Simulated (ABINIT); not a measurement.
# Completion of the band sum in GW: BN (P6_3/mmc), part 2 of 2

Wanted: gap and time of BN (P6_3/mmc) with truncated and completed band sums.

ABINIT 10.8.3; PBE and many-body steps on it, plane waves. Known limits of the many-body steps: short of the basis limit; coarse k mesh.

So far. Step 3 (Screening, 6×6×4 mesh, 115 bands, screening to 190.5 eV): Local fields lower ε∞ by 7 %. On a Γ-centred mesh this coarse the value itself is usually too large, while a short band sum pulls it down. Step 4 (115 bands): The gap on the mesh goes from 4.31 eV to 5.77 eV, a correction of +1.45 eV.

### 6. 17 bands

This step: G0W0 on PBE, plane waves, norm-conserving pseudopotentials.

Contents of run.abi:

```
acell 3*1.0 Angstrom
rprim 
  2.503989999987 0.000000000003 0.000000000000
  -1.251994999996 2.168518950810 0.000000000000
  0.000000000000 0.000000000000 6.661200000000
ntypat 2
znucl 5 7
natom 4
typat 1 1 2 2
xred 
  0.333333333333 0.666666666667 0.250000000000
  0.666666666667 0.333333333333 0.750000000000
  0.333333333333 0.666666666667 0.750000000000
  0.666666666667 0.333333333333 0.250000000000
pp_dirpath "pseudos"
pseudos "B.upf, N.upf"
ecut 36
ngkpt 6 6 4
nshiftk 1
shiftk 0 0 0
kptopt 1
chksymbreak 0
istwfk *1
occopt 1
irdwfk 1
optdriver 4
nband 17
gwcalctyp 0
ecutsigx 36
symsigma 1
nkptgw 3
kptgw 
  0.3333333333 0.3333333333 0.5000000000
  0.5000000000 0.0000000000 0.0000000000
  0.0000000000 0.0000000000 0.0000000000
bdgw 
  7 10
  7 10
  7 10
ecuteps 7
irdscr 1
ppmodel 1
indata_prefix "in"
outdata_prefix "out"
tmpdata_prefix "tmp"
```

Command:

```sh
$ OMP_NUM_THREADS=1 mpirun -n 4 abinit run.abi > log
```

Output:

```text
.Version 10.8.3 of ABINIT. v10.8.2 released Aug 2026.

 Symmetries : space group P6_3/m m c (#194); Bravais hP (primitive hexag.)
[... echo of the input left out ...]
== DATASET  1 ==================================================================
-   mpi_nproc: 4, omp_nthreads: 1 (-1 if OMP is not activated)

--- !DatasetInfo
iteration_state: {dtset: 1, }
dimensions: {natom: 4, nkpt: 21, mband: 17, nsppol: 1, nspinor: 1, nspden: 1, mpw: 2542, }
cutoff_energies: {ecut:  36.0, pawecutdg:  -1.0, }
electrons: {nelect:   1.60000000E+01, charge:   0.00000000E+00, occopt:   1.00000000E+00, tsmear:   1.00000000E-02, }

 SIGMA: Calculation of the GW corrections

 Based on a program developped by R.W. Godby, V. Olevano, G. Onida, and L. Reining.
 Incorporated in ABINIT by V. Olevano, G.-M. Rignanese, and M. Torrent.
.Using double precision arithmetic ; gwpc =  8

[... cell and pseudopotentials left out ...]
--------------------------------------------------------------------------------

 ==== K-mesh for the wavefunctions ====
 Number of points in the irreducible wedge :    21
[... list of points left out ...]
 Together with 24 symmetry operations and time-reversal symmetry
 yields   144 points in the full Brillouin Zone.

 ==== Q-mesh for screening function ====
 Number of points in the irreducible wedge :    21
[... list of points left out ...]
 Together with 24 symmetry operations and time-reversal symmetry
 yields   144 points in the full Brillouin Zone.

 vcoul_init : cutoff-mode = AUXILIARY_FUNCTION
 q-points for optical limit:   1
     1)      0.000010    0.000020    0.000030
 setmesh: FFT mesh size selected  =    24x   24x   72
          total number of points  =        41472

 Number of electrons calculated from density =   16.0000; Expected =   16.0000
[...]
number of plane-waves for wavefunctions          2481
 number of bands                                    17
 number of q-points in IBZ                          21
 number of frequencies                               2
 number of real frequencies                          1
 number of imag frequencies                          1

 matrix elements of self-energy operator (all in [eV])

 Perturbative Calculation

--- !SelfEnergy_ee
iteration_state: {dtset: 1, }
kpoint     : [   0.333,    0.333,    0.500, ]
spin       : 1
KS_gap     :    4.670
QP_gap     :    6.431
Delta_QP_KS:    1.762
data: !SigmaeeData |
     Band     E0 <VxcDFT>   SigX SigC(E0)      Z dSigC/dE  Sig(E)    E-E0       E
        7   2.782 -16.630 -19.896   3.536   0.804  -0.243 -16.413   0.217   2.999
        8   2.782 -16.630 -19.896   3.536   0.804  -0.243 -16.413   0.217   2.999
        9   7.451 -10.920  -5.627  -2.926   0.836  -0.196  -8.941   1.979   9.430
[...]
--- !SelfEnergy_ee
iteration_state: {dtset: 1, }
kpoint     : [   0.500,    0.000,    0.000, ]
spin       : 1
KS_gap     :    4.750
QP_gap     :    6.433
Delta_QP_KS:    1.683
data: !SigmaeeData |
     Band     E0 <VxcDFT>   SigX SigC(E0)      Z dSigC/dE  Sig(E)    E-E0       E
[...]
--- !SelfEnergy_ee
iteration_state: {dtset: 1, }
kpoint     : [   0.000,    0.000,    0.000, ]
spin       : 1
KS_gap     :    6.581
QP_gap     :    7.750
Delta_QP_KS:    1.169
data: !SigmaeeData |
     Band     E0 <VxcDFT>   SigX SigC(E0)      Z dSigC/dE  Sig(E)    E-E0       E
[...]
9   8.056  -8.607  -4.485  -2.779   0.861  -0.162  -7.450   1.157   9.213
       10  13.045 -13.671  -7.109  -3.404   0.801  -0.248 -11.141   2.530  15.574

== END DATASET(S) ==============================================================
================================================================================

 -outvars: echo values of variables after computation  --------
           etotal      0.0000000000E+00
            nband          17
             nkpt          21
          spgroup         194
 [... the other variables as echoed above ...]

 Calculation completed.
```

The job ended after 6.9 s (4 MPI ranks of Arm Neoverse V1, shared host; peak memory 0.64 GiB).

Read from the output:

* G0W0 gap on the mesh: 5.911 eV
* starting gap on the mesh: 4.314 eV
* k of the valence top: 0.3333, 0.3333, 0.5
* k of the conduction bottom: 0.5, 0, 0
* Z at the valence top: 0.804
* Z at the conduction bottom: 0.845
* least direct G0W0 gap on the computed points: 6.431 eV

Against G0W0 in ABINIT (6×6×4 mesh, 115 bands, screening to 190.5 eV, Godby-Needs plasmon pole), the gap moves by +0.144 eV.

### 7. Screening, 6×6×4 mesh, 17 bands, screening to 190.5 eV

This step: RPA screening on PBE, plane waves, norm-conserving pseudopotentials.

Edit run.abi of step 6 so:

```diff
@@ -25,19 +25,10 @@
 irdwfk 1
-optdriver 4
+optdriver 3
 nband 17
-gwcalctyp 0
-ecutsigx 36
-symsigma 1
-nkptgw 3
-kptgw 
-  0.3333333333 0.3333333333 0.5000000000
-  0.5000000000 0.0000000000 0.0000000000
-  0.0000000000 0.0000000000 0.0000000000
-bdgw 
-  7 10
-  7 10
-  7 10
 ecuteps 7
-irdscr 1
-ppmodel 1
+inclvkb 2
+awtr 1
+symchi 1
+gwcomp 1
+gwencomp 1.5
 indata_prefix "in"
```

Output:

```text
.Version 10.8.3 of ABINIT. v10.8.2 released Aug 2026.

 Symmetries : space group P6_3/m m c (#194); Bravais hP (primitive hexag.)
[... echo of the input left out ...]
== DATASET  1 ==================================================================
-   mpi_nproc: 4, omp_nthreads: 1 (-1 if OMP is not activated)

--- !DatasetInfo
iteration_state: {dtset: 1, }
dimensions: {natom: 4, nkpt: 21, mband: 17, nsppol: 1, nspinor: 1, nspden: 1, mpw: 2542, }
cutoff_energies: {ecut:  36.0, pawecutdg:  -1.0, }
[...]
--------------------------------------------------------------------------------
[... chi0 elements left out ...]
 For q-point:  0.000010 0.000020 0.000030
  dielectric constant =   4.1770
  dielectric constant without local fields =   4.4002

  Average fulfillment of the sum rule on Im[epsilon] for q-point    1 :    119.30  [%]
[... wings left out ...]
  q-point number  2        q = ( 0.166667, 0.000000, 0.000000) [r.l.u.]
--------------------------------------------------------------------------------
[... chi0 elements left out ...]
  Average fulfillment of the sum rule on Im[epsilon] for q-point    2 :    119.60  [%]

 [... 19 further q-points ...]
```

Wall time 41 s (4 MPI ranks); peak memory 0.48 GiB; 2.7 min of CPU time.

Numbers from this step:

```yaml
eps_infinity_with_local_fields_on_this_mesh: 4.177
eps_infinity_without_local_fields_on_this_mesh: 4.400
plasma_frequency: 24.70 eV
plane_waves_in_the_screening_matrix: 213
```

### 8. 17 bands, completed

This step: G0W0 on PBE, plane waves, norm-conserving pseudopotentials.

Edit run.abi of step 7 so:

```diff
@@ -25,8 +25,19 @@
 irdwfk 1
-optdriver 3
+optdriver 4
 nband 17
+gwcalctyp 0
+ecutsigx 36
+symsigma 1
+nkptgw 3
+kptgw 
+  0.3333333333 0.3333333333 0.5000000000
+  0.5000000000 0.0000000000 0.0000000000
+  0.0000000000 0.0000000000 0.0000000000
+bdgw 
+  7 10
+  7 10
+  7 10
 ecuteps 7
-inclvkb 2
-awtr 1
-symchi 1
+irdscr 1
+ppmodel 1
 gwcomp 1
```

Output:

```text
.Version 10.8.3 of ABINIT. v10.8.2 released Aug 2026.

 Symmetries : space group P6_3/m m c (#194); Bravais hP (primitive hexag.)
[... echo of the input left out ...]
== DATASET  1 ==================================================================
-   mpi_nproc: 4, omp_nthreads: 1 (-1 if OMP is not activated)

--- !DatasetInfo
iteration_state: {dtset: 1, }
dimensions: {natom: 4, nkpt: 21, mband: 17, nsppol: 1, nspinor: 1, nspden: 1, mpw: 2542, }
cutoff_energies: {ecut:  36.0, pawecutdg:  -1.0, }
[...]
Band     E0 <VxcDFT>   SigX SigC(E0)      Z dSigC/dE  Sig(E)    E-E0       E
[...]
9   8.056  -8.607  -4.485  -3.645   0.866  -0.155  -8.194   0.414   8.470
       10  13.045 -13.671  -7.109  -5.062   0.821  -0.218 -12.440   1.231  14.276

== END DATASET(S) ==============================================================
================================================================================

 -outvars: echo values of variables after computation  --------
           etotal      0.0000000000E+00
            nband          17
             nkpt          21
          spgroup         194
 [... the other variables as echoed above ...]

 Calculation completed.
```

Elapsed: 7.4 s, on 4 MPI ranks; peak memory 0.64 GiB.

Numbers from this step:

```
G0W0 gap on the mesh                         : 6.138 eV
starting gap on the mesh                     : 4.314 eV
k of the valence top                         : 0.3333, 0.3333, 0.5
k of the conduction bottom                   : 0.5, 0, 0
least direct G0W0 gap on the computed points : 6.607 eV
```

Against G0W0 in ABINIT (6×6×4 mesh, 115 bands, screening to 190.5 eV, Godby-Needs plasmon pole), the gap moves by +0.371 eV.

### 9. Screening, 6×6×4 mesh, 46 bands, screening to 190.5 eV

This step: RPA screening on PBE, plane waves, norm-conserving pseudopotentials.

Edit run.abi of step 8 so:

```diff
@@ -25,21 +25,8 @@
 irdwfk 1
-optdriver 4
-nband 17
-gwcalctyp 0
-ecutsigx 36
-symsigma 1
-nkptgw 3
-kptgw 
-  0.3333333333 0.3333333333 0.5000000000
-  0.5000000000 0.0000000000 0.0000000000
-  0.0000000000 0.0000000000 0.0000000000
-bdgw 
-  7 10
-  7 10
-  7 10
+optdriver 3
+nband 46
 ecuteps 7
-irdscr 1
-ppmodel 1
-gwcomp 1
-gwencomp 1.5
+inclvkb 2
+awtr 1
+symchi 1
 indata_prefix "in"
```

Output:

```text
.Version 10.8.3 of ABINIT. v10.8.2 released Aug 2026.

 Symmetries : space group P6_3/m m c (#194); Bravais hP (primitive hexag.)
[... echo of the input left out ...]
== DATASET  1 ==================================================================
-   mpi_nproc: 4, omp_nthreads: 1 (-1 if OMP is not activated)

--- !DatasetInfo
iteration_state: {dtset: 1, }
dimensions: {natom: 4, nkpt: 21, mband: 46, nsppol: 1, nspinor: 1, nspden: 1, mpw: 2542, }
cutoff_energies: {ecut:  36.0, pawecutdg:  -1.0, }
[...]
--------------------------------------------------------------------------------
[... chi0 elements left out ...]
 For q-point:  0.000010 0.000020 0.000030
  dielectric constant =   4.2182
  dielectric constant without local fields =   4.5412

  Average fulfillment of the sum rule on Im[epsilon] for q-point    1 :     64.62  [%]
[... wings left out ...]
  q-point number  2        q = ( 0.166667, 0.000000, 0.000000) [r.l.u.]
--------------------------------------------------------------------------------
[... chi0 elements left out ...]
  Average fulfillment of the sum rule on Im[epsilon] for q-point    2 :     78.38  [%]

 [... 19 further q-points ...]
```

The job ended after 37 s (4 MPI ranks; peak memory 0.61 GiB; 2.5 min of CPU time).

This step gave:

```
ε∞ with local fields, on this mesh    : 4.218
ε∞ without local fields, on this mesh : 4.541
plasma frequency                      : 24.70 eV
plane waves in the screening matrix   : 213
```

### 10. 46 bands

This step: G0W0 on PBE, plane waves, norm-conserving pseudopotentials.

Edit run.abi of step 9 so:

```diff
@@ -25,8 +25,19 @@
 irdwfk 1
-optdriver 3
+optdriver 4
 nband 46
+gwcalctyp 0
+ecutsigx 36
+symsigma 1
+nkptgw 3
+kptgw 
+  0.3333333333 0.3333333333 0.5000000000
+  0.5000000000 0.0000000000 0.0000000000
+  0.0000000000 0.0000000000 0.0000000000
+bdgw 
+  7 10
+  7 10
+  7 10
 ecuteps 7
-inclvkb 2
-awtr 1
-symchi 1
+irdscr 1
+ppmodel 1
 indata_prefix "in"
```

Output:

```text
.Version 10.8.3 of ABINIT. v10.8.2 released Aug 2026.

 Symmetries : space group P6_3/m m c (#194); Bravais hP (primitive hexag.)
[... echo of the input left out ...]
== DATASET  1 ==================================================================
-   mpi_nproc: 4, omp_nthreads: 1 (-1 if OMP is not activated)

--- !DatasetInfo
iteration_state: {dtset: 1, }
dimensions: {natom: 4, nkpt: 21, mband: 46, nsppol: 1, nspinor: 1, nspden: 1, mpw: 2542, }
cutoff_energies: {ecut:  36.0, pawecutdg:  -1.0, }
[...]
Band     E0 <VxcDFT>   SigX SigC(E0)      Z dSigC/dE  Sig(E)    E-E0       E
[...]
9   8.056  -8.607  -4.485  -3.538   0.855  -0.169  -8.107   0.500   8.557
       10  13.045 -13.671  -7.109  -4.406   0.806  -0.240 -11.932   1.739  14.784

== END DATASET(S) ==============================================================
================================================================================

 -outvars: echo values of variables after computation  --------
           etotal      0.0000000000E+00
            nband          46
             nkpt          21
          spgroup         194
 [... the other variables as echoed above ...]

 Calculation completed.
```

Wall time 12 s (4 MPI ranks); peak memory 0.73 GiB.

This step gave:

```
G0W0 gap on the mesh                         : 5.675 eV
starting gap on the mesh                     : 4.314 eV
k of the valence top                         : 0.3333, 0.3333, 0.5
k of the conduction bottom                   : 0.5, 0, 0
least direct G0W0 gap on the computed points : 6.175 eV
```

Against G0W0 in ABINIT (6×6×4 mesh, 115 bands, screening to 190.5 eV, Godby-Needs plasmon pole), the gap moves by −0.092 eV.

### 11. Screening, 6×6×4 mesh, 46 bands, screening to 190.5 eV

This step: RPA screening on PBE, plane waves, norm-conserving pseudopotentials.

Edit run.abi of step 10 so:

```diff
@@ -25,19 +25,10 @@
 irdwfk 1
-optdriver 4
+optdriver 3
 nband 46
-gwcalctyp 0
-ecutsigx 36
-symsigma 1
-nkptgw 3
-kptgw 
-  0.3333333333 0.3333333333 0.5000000000
-  0.5000000000 0.0000000000 0.0000000000
-  0.0000000000 0.0000000000 0.0000000000
-bdgw 
-  7 10
-  7 10
-  7 10
 ecuteps 7
-irdscr 1
-ppmodel 1
+inclvkb 2
+awtr 1
+symchi 1
+gwcomp 1
+gwencomp 1.5
 indata_prefix "in"
```

Output:

```text
.Version 10.8.3 of ABINIT. v10.8.2 released Aug 2026.

 Symmetries : space group P6_3/m m c (#194); Bravais hP (primitive hexag.)
[... echo of the input left out ...]
== DATASET  1 ==================================================================
-   mpi_nproc: 4, omp_nthreads: 1 (-1 if OMP is not activated)

--- !DatasetInfo
iteration_state: {dtset: 1, }
dimensions: {natom: 4, nkpt: 21, mband: 46, nsppol: 1, nspinor: 1, nspden: 1, mpw: 2542, }
cutoff_energies: {ecut:  36.0, pawecutdg:  -1.0, }
[...]
--------------------------------------------------------------------------------
[... chi0 elements left out ...]
 For q-point:  0.000010 0.000020 0.000030
  dielectric constant =   4.2294
  dielectric constant without local fields =   4.5412

  Average fulfillment of the sum rule on Im[epsilon] for q-point    1 :    101.29  [%]
[... wings left out ...]
  q-point number  2        q = ( 0.166667, 0.000000, 0.000000) [r.l.u.]
--------------------------------------------------------------------------------
[... chi0 elements left out ...]
  Average fulfillment of the sum rule on Im[epsilon] for q-point    2 :    101.47  [%]

 [... 19 further q-points ...]
```

The job ended after 58 s (4 MPI ranks; peak memory 0.61 GiB; 3.9 min of CPU time).

Read from the output:

```
ε∞ with local fields, on this mesh    : 4.229
ε∞ without local fields, on this mesh : 4.541
plasma frequency                      : 24.70 eV
plane waves in the screening matrix   : 213
```

### 12. 46 bands, completed

This step: G0W0 on PBE, plane waves, norm-conserving pseudopotentials.

Edit run.abi of step 11 so:

```diff
@@ -25,8 +25,19 @@
 irdwfk 1
-optdriver 3
+optdriver 4
 nband 46
+gwcalctyp 0
+ecutsigx 36
+symsigma 1
+nkptgw 3
+kptgw 
+  0.3333333333 0.3333333333 0.5000000000
+  0.5000000000 0.0000000000 0.0000000000
+  0.0000000000 0.0000000000 0.0000000000
+bdgw 
+  7 10
+  7 10
+  7 10
 ecuteps 7
-inclvkb 2
-awtr 1
-symchi 1
+irdscr 1
+ppmodel 1
 gwcomp 1
```

Output:

```text
.Version 10.8.3 of ABINIT. v10.8.2 released Aug 2026.

 Symmetries : space group P6_3/m m c (#194); Bravais hP (primitive hexag.)
[... echo of the input left out ...]
== DATASET  1 ==================================================================
-   mpi_nproc: 4, omp_nthreads: 1 (-1 if OMP is not activated)

--- !DatasetInfo
iteration_state: {dtset: 1, }
dimensions: {natom: 4, nkpt: 21, mband: 46, nsppol: 1, nspinor: 1, nspden: 1, mpw: 2542, }
cutoff_energies: {ecut:  36.0, pawecutdg:  -1.0, }
[...]
Band     E0 <VxcDFT>   SigX SigC(E0)      Z dSigC/dE  Sig(E)    E-E0       E
[...]
9   8.056  -8.607  -4.485  -3.867   0.855  -0.169  -8.389   0.218   8.275
       10  13.045 -13.671  -7.109  -5.203   0.802  -0.247 -12.581   1.089  14.134

== END DATASET(S) ==============================================================
================================================================================

 -outvars: echo values of variables after computation  --------
           etotal      0.0000000000E+00
            nband          46
             nkpt          21
          spgroup         194
 [... the other variables as echoed above ...]

 Calculation completed.
```

Elapsed: 13 s, on 4 MPI ranks; peak memory 0.75 GiB.

Read from the output:

```
G0W0 gap on the mesh                         : 5.907 eV
starting gap on the mesh                     : 4.314 eV
k of the valence top                         : 0.3333, 0.3333, 0.5
k of the conduction bottom                   : 0.5, 0, 0
least direct G0W0 gap on the computed points : 6.377 eV
```

Against G0W0 in ABINIT (6×6×4 mesh, 115 bands, screening to 190.5 eV, Godby-Needs plasmon pole), the gap moves by +0.140 eV.

### 13. The runs together

Times are wall times on 4 MPI ranks of Arm Neoverse V1, shared host, good to a factor of about two. A run's time includes the screening step that it read.

```csv
run,mesh,bands,screening cutoff (eV),DFT gap (eV),gap on the mesh (eV),direct (eV),ε∞ used,time
115 bands,6×6×4,115,190.5,4.314,5.767,6.243,4.22,2 min
17 bands,6×6×4,17,190.5,4.314,5.911,6.431,4.15,20 s
"17 bands, completed",6×6×4,17,190.5,4.314,6.138,6.607,4.18,48 s
46 bands,6×6×4,46,190.5,4.314,5.675,6.175,4.22,49 s
"46 bands, completed",6×6×4,46,190.5,4.314,5.907,6.377,4.23,71 s
```

### 14. Results

```
115 bands           : 5.767 eV
17 bands            : 5.911 eV
17 bands, completed : 6.138 eV
46 bands            : 5.675 eV
46 bands, completed : 5.907 eV
```

What this shows: 17 bands: +0.144 eV against 115 bands. 17 bands, completed: +0.371 eV against 115 bands. 46 bands: −0.092 eV against 115 bands. 46 bands, completed: +0.140 eV against 115 bands. The row with most bands is itself short of the limit, so it is no exact reference, and agreement of a truncated run with it can be a cancellation between the edges. The 6×6×4 mesh is coarse for this cell, which bears on the long-range parts of exchange and screening.

[Long decimals in the printed logs are rounded to 6 places.]

[Logs are printed without paths, hosts, clocks, repeated set-up lines and the standing remarks that a program may print on its own settings, such as how far it seeks lower states.]

[Paths, hosts, dates, memory and timing lines, banners, echoed tables and standing remarks are left out of the program output; an Ansatz launch command may be rebuilt from the run's recorded settings. Measured values are a selection of at most five: reports struck by readers or far from the other reports are left out. None is set beside runs whose start may be inverted or whose files or cutoffs have a known fault.]

[Runs of the session that timed out or met a known fault of the program may be left out.]

[Hosts, paths, dates, database ids (printed as entryN), source tags and the programs' standing remarks are cut or masked in the printed files.]

[G0W0 gaps are taken among the corrected bands and points alone; a level outside them can change the order at an edge.]

[Where Ansatz stands beside ABINIT at settings called matched, ABINIT's density can come from a denser mesh and the files from another edition; pairs whose starting gaps differed by over 0.03 eV were left out, so agreement reads better than it is.]
